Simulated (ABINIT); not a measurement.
An input for ABINIT 10.8.3 (SiO2 (P6_222)):

```
acell 3*1.0 Angstrom
rprim 
  5.013000000017 -0.000000000004 0.000000000000
  -2.506500000005 4.341385349188 0.000000000000
  0.000000000000 0.000000000000 5.470000000000
ntypat 2
znucl 14 8
natom 9
typat 1 1 1 2 2 2 2 2 2
xred 
  0.500000000000 0.500000000000 0.333333333333
  0.000000000000 0.500000000000 0.666666666667
  0.500000000000 0.000000000000 -0.000000000000
  0.197000000000 0.803000000000 0.833333333333
  0.394000000000 0.197000000000 0.166666666667
  0.197000000000 0.394000000000 0.500000000000
  0.803000000000 0.197000000000 0.833333333333
  0.606000000000 0.803000000000 0.166666666667
  0.803000000000 0.606000000000 0.500000000000
pp_dirpath "pseudos"
pseudos "Si.upf, O.upf"
ecut 36
ngkpt 3 3 2
nshiftk 1
shiftk 0 0 0
kptopt 1
chksymbreak 0
istwfk *1
occopt 1
irdwfk 1
optdriver 4
nband 187
gwcalctyp 10
ecutsigx 36
symsigma 1
nkptgw 6
kptgw 
  0.0000000000 0.0000000000 0.0000000000
  0.3333333333 0.0000000000 0.0000000000
  0.3333333333 0.3333333333 0.0000000000
  0.0000000000 0.0000000000 0.5000000000
  0.3333333333 0.0000000000 0.5000000000
  0.3333333333 0.3333333333 0.5000000000
bdgw 
  7 35
  7 35
  7 35
  7 35
  7 35
  7 35
ecuteps 3.9
irdscr 1
ppmodel 1
irdqps 1
indata_prefix "in"
outdata_prefix "out"
tmpdata_prefix "tmp"
```

The database entry behind the starting cell is an old determination (1926), so it need not match the best structure at ambient conditions.

```sh
OMP_NUM_THREADS=1 mpirun -n 4 abinit run.abi > log
```

**Question.** Estimate wall time and host memory on 4 MPI ranks of Arm Neoverse V1, shared host.

It took 6.1 min; on shared hardware allow 3 min to 12 min. Peak host memory was 2.6 GiB.

[Paths, hosts, dates, memory and timing lines, banners, echoed tables and standing remarks are left out of the program output.]

[Logs are printed without paths, hosts, clocks, repeated set-up lines and the standing remarks that a program may print on its own settings, such as how far it seeks lower states.]

[Runs of the session that timed out or met a known fault of the program may be left out.]

[Hosts, paths, dates, database ids (printed as entryN), source tags and the programs' standing remarks are cut or masked in the printed files.]

[G0W0 gaps are taken among the corrected bands and points alone; a level outside them can change the order at an edge.]

[Where Ansatz stands beside ABINIT at settings called matched, ABINIT's density can come from a denser mesh and the files from another edition; pairs whose starting gaps differed by over 0.03 eV were left out, so agreement reads better than it is.]
